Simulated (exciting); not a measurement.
# LuTlO2: the Lu L₃ edge from the Bethe–Salpeter equation

Aim: the Lu L₃ absorption edge of LuTlO2 with the electron–hole interaction treated explicitly, and what each term of the kernel does.

Method: X-ray absorption, core-level Bethe-Salpeter equation, exchange and statically screened direct term, Tamm-Dancoff, all-electron LAPW+lo LDA, in exciting sodium.

Report form: the programs' logs are mostly left out.

### Step 1. Starting point

Symmetry: R-3m, No. 166, trigonal system. Conventional cell: a = 3.406 Å, b = 3.406 Å, c = 19.518 Å, α = 90.00°, β = 90.00°, γ = 120.00°. Nearest to Tl lie 6 O at 2.92 Å. Nearest to Lu lie 6 O at 2.25 Å. Nearest to O lie 3 Lu at 2.25 Å. Farther neighbours and most contacts between anions are not listed.

Coordinates:

```cif
data_structure
_symmetry_space_group_name_H-M 'P 1'
_symmetry_Int_Tables_number 1
_cell_length_a 6.7968
_cell_length_b 6.7968
_cell_length_c 6.7968
_cell_angle_alpha 29.021
_cell_angle_beta 29.021
_cell_angle_gamma 29.021
_cell_volume 65.36
loop_
_atom_site_label
_atom_site_type_symbol
_atom_site_fract_x
_atom_site_fract_y
_atom_site_fract_z
_atom_site_occupancy
Tl1 Tl 0.00000 0.00000 0.00000 1
Lu2 Lu 0.50000 0.50000 0.50000 1
O3 O 0.22244 0.22244 0.22244 1
O4 O 0.77756 0.77756 0.77756 1
```

Differences between curves are given as r.m.s. difference over r.m.s. height.

### Step 2. The self-consistent potential

The species files are the program's own, with muffin-tin radii set in the input.

input.xml reads:

```
<input>
  <title>LuTlO2</title>
  <structure speciespath="." autormt="false" epslat="1.0e-5">
    <crystal>
      <basevect>3.2181884881 1.8580219899 12.2948707203</basevect>
      <basevect>-3.2181884881 1.8580219899 12.2948707203</basevect>
      <basevect>0.0000000000 -3.7160439798 12.2948707203</basevect>
    </crystal>
    <species speciesfile="Tl.xml" rmt="2.300">
      <atom coord="0.0000000000 0.0000000000 0.0000000000"/>
    </species>
    <species speciesfile="Lu.xml" rmt="2.240">
      <atom coord="0.5000000000 0.5000000000 0.5000000000"/>
    </species>
    <species speciesfile="O.xml" rmt="1.880">
      <atom coord="0.2224370000 0.2224370000 0.2224370000"/>
      <atom coord="0.7775630000 0.7775630000 0.7775630000"/>
    </species>
  </structure>
  <groundstate do="fromscratch" xctype="LDA_PW" ngridk="4 4 4" rgkmax="7" gmaxvr="14" nempty="8" swidth="0.001" maxscl="100" epsengy="1e-5"/>
</input>
```

Run with:

```sh
> OMP_NUM_THREADS=1 mpirun -n 4 exciting
```

Run time: 74 s. Hardware: 4 MPI ranks of Intel Xeon at 2.70GHz, shared host.

The warnings file holds hints only, no warning.

The mesh shows a gap of 0.97 eV. Core levels (Dirac, from the valence top):

```tsv
atom	level	energy (eV)
Lu	3s1/2	-2425.5
Lu	3p1/2	-2210.1
Lu	3p3/2	-1972.0
Lu	3d3/2	-1605.5
Lu	3d5/2	-1553.4
Lu	4s1/2	-476.3
Lu	4p1/2	-388.6
Lu	4p3/2	-334.2
Lu	4d3/2	-189.9
Lu	4d5/2	-180.0
```

### Step 3. A richer basis for the empty states

Each species file gets more local orbitals, built from u and its energy derivative at 0.15 Ha and u at 0.9 Ha.

input.xml is that of step 2.

SPECIES.xml, added lines reads:

```
<lo l="L">  <!-- L = 0, 1, 2, and 3 from Cs on -->
  <wf matchingOrder="0" trialEnergy="0.1500" searchE="false"/>
  <wf matchingOrder="1" trialEnergy="0.1500" searchE="false"/>
  <wf matchingOrder="0" trialEnergy="0.9000" searchE="false"/>
</lo>
```

Run with:

```sh
> OMP_NUM_THREADS=1 mpirun -n 4 exciting
```

Wall time 78 s (4 MPI ranks).

Against the first ground state the total energy moves by -11 meV an atom and the gap by -0.01 eV.

### Step 4. Screening, kernels and BSE for Lu atom 2

The absorber has 6 O at 2.25 Å (distorted octahedral, site symmetry -3m).

input.xml, as its differences from that of step 3:

```diff
@@ -19,3 +19,19 @@
   </structure>
-  <groundstate do="fromscratch" xctype="LDA_PW" ngridk="4 4 4" rgkmax="7" gmaxvr="14" nempty="8" swidth="0.001" maxscl="100" epsengy="1e-5"/>
+  <groundstate do="skip" xctype="LDA_PW" ngridk="4 4 4" rgkmax="7" gmaxvr="14" nempty="8" swidth="0.001" maxscl="100" epsengy="1e-5"/>
+  <xs xstype="BSE" ngridk="3 3 3" ngridq="3 3 3" vkloff="0.097 0.273 0.493" rgkmax="7" nempty="33" gqmax="3" lmaxapwwf="5" lmaxemat="3" broad="0.08599" tevout="true">
+    <energywindow intv="335.033 336.650" points="439"/>
+    <screening screentype="full" nempty="54"/>
+    <BSE xas="true" xasspecies="2" xasatom="1" xasedge="L3" bsetype="singlet" nstlxas="1 29"/>
+    <qpointset>
+      <qpoint>0 0 0</qpoint>
+    </qpointset>
+    <plan>
+      <doonly task="xsgeneigvec"/>
+      <doonly task="writepmatxs"/>
+      <doonly task="scrgeneigvec"/>
+      <doonly task="scrwritepmat"/>
+      <doonly task="screen"/>
+      <doonly task="scrcoulint"/>
+    </plan>
+  </xs>
 </input>
```

input.xml for the exchange start (cutoff and plan only) reads:

```
  gqmax="2"
  <plan>
    <doonly task="exccoulint"/>
  </plan>
```

input.xml for the last start (plan only) reads:

```
  <plan>
    <doonly task="bse"/>
  </plan>
```

Run with:

```sh
> OMP_NUM_THREADS=1 mpirun -n 4 exciting
> OMP_NUM_THREADS=1 mpirun -n 4 exciting
> OMP_NUM_THREADS=4 exciting
```

The job ended after 21 min (4 MPI ranks).

Wall time by task: xsgeneigvec 18 s, writepmatxs 15 s, scrgeneigvec 8.2 s, scrwritepmat 8.2 s, screen 6.5 min, scrcoulint 6.8 min, exccoulint 5.9 min, bse 39 s.

The Lu L₃ spectrum of Lu atom 2 (energy from the Kohn–Sham onset, core level to the lowest empty state found on the meshes used, 9128.73 eV; the ground-state mesh sets it, and the shifted mesh has its lowest transition 0.34 eV above it; Im ε scaled to the maximum of the singlet run; cut below the end of the band set):

```tsv
E (eV)	isotropic	ε ⊥ c	ε ∥ c
-12.0	0.04	0.04	0.04
-11.5	0.04	0.04	0.04
-11.0	0.04	0.04	0.04
-10.5	0.05	0.05	0.05
-10.0	0.05	0.05	0.05
-9.5	0.05	0.05	0.05
-9.0	0.06	0.06	0.06
-8.5	0.06	0.06	0.06
-8.0	0.07	0.07	0.07
-7.5	0.07	0.07	0.07
-7.0	0.08	0.08	0.08
-6.5	0.09	0.09	0.09
-6.0	0.10	0.09	0.10
-5.5	0.11	0.10	0.11
-5.0	0.12	0.12	0.12
-4.5	0.13	0.13	0.14
-4.0	0.15	0.15	0.15
-3.5	0.17	0.17	0.18
-3.0	0.20	0.19	0.20
-2.5	0.23	0.22	0.24
-2.0	0.27	0.26	0.28
-1.5	0.32	0.31	0.33
-1.0	0.38	0.37	0.40
-0.5	0.46	0.45	0.48
0.0	0.56	0.54	0.59
0.5	0.67	0.65	0.70
1.0	0.78	0.77	0.82
1.5	0.88	0.87	0.91
2.0	0.95	0.94	0.97
2.5	0.98	0.98	0.98
3.0	0.98	0.99	0.97
3.5	0.98	0.99	0.95
4.0	0.98	1.00	0.94
4.5	0.99	1.02	0.93
5.0	1.00	1.03	0.94
5.5	0.99	1.02	0.93
6.0	0.95	0.98	0.89
6.5	0.88	0.90	0.83
7.0	0.78	0.80	0.76
7.5	0.69	0.69	0.68
8.0	0.60	0.60	0.60
8.5	0.53	0.52	0.55
9.0	0.47	0.46	0.50
9.5	0.43	0.41	0.46
10.0	0.39	0.37	0.43
10.5	0.36	0.35	0.40
11.0	0.34	0.33	0.37
11.5	0.32	0.31	0.34
12.0	0.31	0.30	0.32
12.5	0.30	0.30	0.30
13.0	0.29	0.29	0.29
13.5	0.28	0.29	0.28
14.0	0.28	0.28	0.27
14.5	0.27	0.27	0.26
15.0	0.26	0.26	0.25
15.5	0.25	0.26	0.25
16.0	0.25	0.25	0.24
16.5	0.25	0.25	0.24
17.0	0.25	0.25	0.24
17.5	0.25	0.25	0.24
18.0	0.25	0.25	0.25
18.5	0.25	0.24	0.25
19.0	0.25	0.24	0.25
19.5	0.25	0.24	0.25
20.0	0.25	0.24	0.25
20.5	0.25	0.24	0.25
21.0	0.24	0.24	0.25
21.5	0.24	0.24	0.25
22.0	0.23	0.23	0.24
22.5	0.23	0.23	0.23
23.0	0.22	0.22	0.22
23.5	0.21	0.21	0.20
```

Maxima (height): 5.1 eV (1.00).

The Hamiltonian has 3132 rows. The lowest groups of eigenvalues and the brightest ones, on the scale above (the program counts from the shifted mesh's onset, 0.34 eV higher). Core spinors bring spin-forbidden partners, so dark means forbidden by spin or by symmetry, and the shifted mesh splits states that symmetry would keep together:

```tsv
energy (eV)	states within 10 meV	relative strength
-0.083	4	0.0049
-0.014	4	0.0072
0.032	4	0.0066
0.098	4	0.0065
0.132	4	0.012
0.159	4	0.0057
1.274	4	0.35
1.589	4	0.38
1.887	4	1.00
1.933	4	0.30
1.943	4	0.74
5.887	4	0.73
5.948	4	0.67
```

### Step 5. Independent particles

input.xml, as its differences from that of step 4:

```diff
@@ -23,3 +23,3 @@
     <screening screentype="full" nempty="54"/>
-    <BSE xas="true" xasspecies="2" xasatom="1" xasedge="L3" bsetype="singlet" nstlxas="1 29"/>
+    <BSE xas="true" xasspecies="2" xasatom="1" xasedge="L3" bsetype="IP" nstlxas="1 29"/>
     <qpointset>
@@ -28,8 +28,3 @@
     <plan>
-      <doonly task="xsgeneigvec"/>
-      <doonly task="writepmatxs"/>
-      <doonly task="scrgeneigvec"/>
-      <doonly task="scrwritepmat"/>
-      <doonly task="screen"/>
-      <doonly task="scrcoulint"/>
+      <doonly task="bse"/>
     </plan>
```

Run with:

```sh
> OMP_NUM_THREADS=4 exciting
```

The job ended after 4.5 s (4 threads).

Maxima (height): 9.0 eV (0.92). Against the singlet run the r.m.s. difference is 55 %. Moving the earlier curve by +4.0 eV leaves 11 %. The highest maximum lies at 9.0 eV (0.92), against 5.1 eV (1.00).

### Step 6. Exchange alone

input.xml, as its differences from that of step 5:

```diff
@@ -23,3 +23,3 @@
     <screening screentype="full" nempty="54"/>
-    <BSE xas="true" xasspecies="2" xasatom="1" xasedge="L3" bsetype="IP" nstlxas="1 29"/>
+    <BSE xas="true" xasspecies="2" xasatom="1" xasedge="L3" bsetype="RPA" nstlxas="1 29"/>
     <qpointset>
```

Run with:

```sh
> OMP_NUM_THREADS=4 exciting
```

Wall time 36 s (4 threads).

Maxima (height): 9.0 eV (0.92). The spectrum is that of the independent-particle run within 1 %.

### Step 7. Direct term alone

input.xml, as its differences from that of step 6:

```diff
@@ -23,3 +23,3 @@
     <screening screentype="full" nempty="54"/>
-    <BSE xas="true" xasspecies="2" xasatom="1" xasedge="L3" bsetype="RPA" nstlxas="1 29"/>
+    <BSE xas="true" xasspecies="2" xasatom="1" xasedge="L3" bsetype="triplet" nstlxas="1 29"/>
     <qpointset>
```

Run with:

```sh
> OMP_NUM_THREADS=4 exciting
```

The job ended after 34 s (4 threads).

Maxima (height): 5.1 eV (1.00). The spectrum is that of the singlet run within 1 %.

### Step 8. Broadening

Changed against the first singlet run: half width (eV) from 2.34 to 7.02.

input.xml, as its differences from that of step 7:

```diff
@@ -20,6 +20,6 @@
   <groundstate do="skip" xctype="LDA_PW" ngridk="4 4 4" rgkmax="7" gmaxvr="14" nempty="8" swidth="0.001" maxscl="100" epsengy="1e-5"/>
-  <xs xstype="BSE" ngridk="3 3 3" ngridq="3 3 3" vkloff="0.097 0.273 0.493" rgkmax="7" nempty="33" gqmax="3" lmaxapwwf="5" lmaxemat="3" broad="0.08599" tevout="true">
+  <xs xstype="BSE" ngridk="3 3 3" ngridq="3 3 3" vkloff="0.097 0.273 0.493" rgkmax="7" nempty="33" gqmax="3" lmaxapwwf="5" lmaxemat="3" broad="0.25798" tevout="true">
     <energywindow intv="335.033 336.650" points="439"/>
     <screening screentype="full" nempty="54"/>
-    <BSE xas="true" xasspecies="2" xasatom="1" xasedge="L3" bsetype="triplet" nstlxas="1 29"/>
+    <BSE xas="true" xasspecies="2" xasatom="1" xasedge="L3" bsetype="singlet" nstlxas="1 29"/>
     <qpointset>
```

Run with:

```sh
> OMP_NUM_THREADS=4 exciting
```

It took 40 s on 4 threads.

The spectrum differs from the singlet run by 41 % r.m.s. The highest maximum lies at 4.4 eV (0.52), against 5.1 eV (1.00). Only the width of each line changes; the area stays. A table step wider than the lines misses their tops.

```tsv
E (eV)	first run	this run
-12.0	0.04	0.10
-11.0	0.04	0.11
-10.0	0.05	0.12
-9.0	0.06	0.13
-8.0	0.07	0.15
-7.0	0.08	0.17
-6.0	0.10	0.19
-5.0	0.12	0.22
-4.0	0.15	0.25
-3.0	0.20	0.29
-2.0	0.27	0.33
-1.0	0.38	0.37
0.0	0.56	0.41
1.0	0.78	0.45
2.0	0.95	0.49
3.0	0.98	0.51
4.0	0.98	0.52
5.0	1.00	0.52
6.0	0.95	0.51
7.0	0.78	0.49
8.0	0.60	0.46
9.0	0.47	0.43
10.0	0.39	0.40
11.0	0.34	0.37
12.0	0.31	0.34
13.0	0.29	0.32
14.0	0.28	0.30
15.0	0.26	0.28
16.0	0.25	0.27
17.0	0.25	0.26
18.0	0.25	0.24
19.0	0.25	0.23
20.0	0.25	0.22
21.0	0.24	0.21
22.0	0.23	0.20
23.0	0.22	0.19
```

### Step 9. A changed run

In this try the input is made faulty on purpose, to show what that does.

input.xml, as its differences from that of step 8:

```diff
@@ -20,5 +20,5 @@
   <groundstate do="skip" xctype="LDA_PW" ngridk="4 4 4" rgkmax="7" gmaxvr="14" nempty="8" swidth="0.001" maxscl="100" epsengy="1e-5"/>
-  <xs xstype="BSE" ngridk="3 3 3" ngridq="3 3 3" vkloff="0.097 0.273 0.493" rgkmax="7" nempty="33" gqmax="3" lmaxapwwf="5" lmaxemat="3" broad="0.25798" tevout="true">
+  <xs xstype="BSE" ngridk="3 3 3" ngridq="3 3 3" vkloff="0.097 0.273 0.493" rgkmax="7" nempty="33" gqmax="3" lmaxapwwf="5" lmaxemat="3" broad="0.08599" tevout="true">
     <energywindow intv="335.033 336.650" points="439"/>
-    <screening screentype="full" nempty="54"/>
+    <screening screentype="full" nempty="8"/>
     <BSE xas="true" xasspecies="2" xasatom="1" xasedge="L3" bsetype="singlet" nstlxas="1 29"/>
@@ -28,3 +28,6 @@
     <plan>
-      <doonly task="bse"/>
+      <doonly task="scrgeneigvec"/>
+      <doonly task="scrwritepmat"/>
+      <doonly task="screen"/>
+      <doonly task="scrcoulint"/>
     </plan>
```

input.xml for the last start (plan only) reads:

```
  <plan>
    <doonly task="bse"/>
  </plan>
```

Run with:

```sh
> OMP_NUM_THREADS=1 mpirun -n 4 exciting
> OMP_NUM_THREADS=4 exciting
```

Run time: 11 min. Hardware: 4 MPI ranks.

The input has a fault: far too few empty states in the screening. Against the singlet run the r.m.s. difference is 31 %. Moving the earlier curve by -1.7 eV leaves 8 %. The highest maximum lies at 1.2 eV (1.12), against 5.1 eV (1.00). The first bright state moves from 1.27 to 0.44 eV. Too few states underscreen, so the attraction is too strong.

```tsv
E (eV)	first run	this run
-12.0	0.04	0.05
-11.0	0.04	0.05
-10.0	0.05	0.06
-9.0	0.06	0.07
-8.0	0.07	0.09
-7.0	0.08	0.11
-6.0	0.10	0.14
-5.0	0.12	0.18
-4.0	0.15	0.24
-3.0	0.20	0.33
-2.0	0.27	0.47
-1.0	0.38	0.70
0.0	0.56	0.97
1.0	0.78	1.12
2.0	0.95	1.10
3.0	0.98	1.06
4.0	0.98	1.00
5.0	1.00	0.86
6.0	0.95	0.66
7.0	0.78	0.50
8.0	0.60	0.39
9.0	0.47	0.32
10.0	0.39	0.28
11.0	0.34	0.26
12.0	0.31	0.25
13.0	0.29	0.24
14.0	0.28	0.23
15.0	0.26	0.22
16.0	0.25	0.21
17.0	0.25	0.21
18.0	0.25	0.21
19.0	0.25	0.21
20.0	0.25	0.21
21.0	0.24	0.20
22.0	0.23	0.19
23.0	0.22	0.18
```

### Step 10. From independent particles to the full kernel

```tsv
level	curve passes 0.15 (eV)	highest maximum (eV)	its height
IP	-0.3	9.0	0.92
RPA	-0.3	9.0	0.92
direct only	-3.9	5.1	1.00
singlet	-3.9	5.1	1.00
```

```tsv
E (eV)	IP	RPA	direct only	singlet
-12.0	0.02	0.02	0.04	0.04
-11.0	0.03	0.03	0.04	0.04
-10.0	0.03	0.03	0.05	0.05
-9.0	0.03	0.03	0.06	0.06
-8.0	0.04	0.04	0.07	0.07
-7.0	0.04	0.04	0.08	0.08
-6.0	0.05	0.05	0.10	0.10
-5.0	0.06	0.06	0.12	0.12
-4.0	0.07	0.07	0.15	0.15
-3.0	0.08	0.08	0.20	0.20
-2.0	0.10	0.10	0.27	0.27
-1.0	0.13	0.13	0.38	0.38
0.0	0.17	0.17	0.56	0.56
1.0	0.22	0.22	0.78	0.78
2.0	0.31	0.31	0.95	0.95
3.0	0.43	0.43	0.98	0.98
4.0	0.58	0.58	0.98	0.98
5.0	0.72	0.72	1.00	1.00
6.0	0.82	0.82	0.95	0.95
7.0	0.86	0.86	0.78	0.78
8.0	0.90	0.90	0.60	0.60
9.0	0.92	0.92	0.47	0.47
10.0	0.87	0.87	0.39	0.39
11.0	0.74	0.74	0.34	0.34
12.0	0.60	0.60	0.31	0.31
13.0	0.50	0.50	0.29	0.29
14.0	0.43	0.43	0.28	0.28
15.0	0.39	0.39	0.26	0.26
16.0	0.35	0.35	0.25	0.25
17.0	0.33	0.33	0.25	0.25
18.0	0.32	0.32	0.25	0.25
19.0	0.32	0.32	0.25	0.25
20.0	0.32	0.32	0.25	0.25
21.0	0.33	0.33	0.24	0.24
22.0	0.33	0.33	0.23	0.23
23.0	0.32	0.32	0.22	0.22
```

### Step 11. Outcome

```yaml
absorber_and_edge: Lu L₃, atom 2
surroundings: 6 O at 2.25 Å (distorted octahedral, site symmetry -3m)
first_bright_state: 1.27 eV from the Kohn–Sham onset, on this mesh
highest_maximum: 5.1 eV
cost_of_the_bse_run: 21 min on 4 MPI ranks of Intel Xeon at 2.70GHz, shared host; the last task ran on as many threads
```

In words: Is a core exciton bound? No bright one: the first bright state (over 5 % of the brightest) lies at 1.27 eV from the Kohn–Sham onset and at 0.93 eV from the lowest bare transition of its own mesh; weaker or dark states reach down to -0.08 eV. Changing the half width (eV) from 2.34 to 7.02 alters the spectrum by 41 % r.m.s. Exchange alone changes the independent-particle spectrum by 0.0 % r.m.s. Leaving exchange out of the full kernel changes the spectrum by 0.0 % r.m.s. With 27 k points the binding energies are rough, and fine structure above the first lines is partly noise of the mesh. Exchange and the short-range direct term aren't converged in the kernel cutoff. The zero comes from the unshifted 4×4×4 ground-state mesh; it is exact only where the band minimum lies on that mesh. The conduction states carry no spin here, so the exchange coupling to the spinor core hole is only partly held. This core level is treated alone, with no coupling to its spin–orbit partner. The Kohn–Sham onset, 9129 eV, is no photon energy (tabulated edge of the element: 9244 eV): the scale needs a rigid shift. No quasiparticle correction widens the gap or stretches the bands. Vibrations and energy-dependent lifetimes are left out. The structure is a Materials Project entry, computed there, and may be a hypothetical form.

[Logs are printed without paths, hosts, clocks, repeated set-up lines and the standing remarks that a program may print on its own settings, such as how far it seeks lower states.]

[Hosts, paths, dates, database ids (printed as entryN), source tags and the programs' standing remarks are cut or masked in the printed files.]
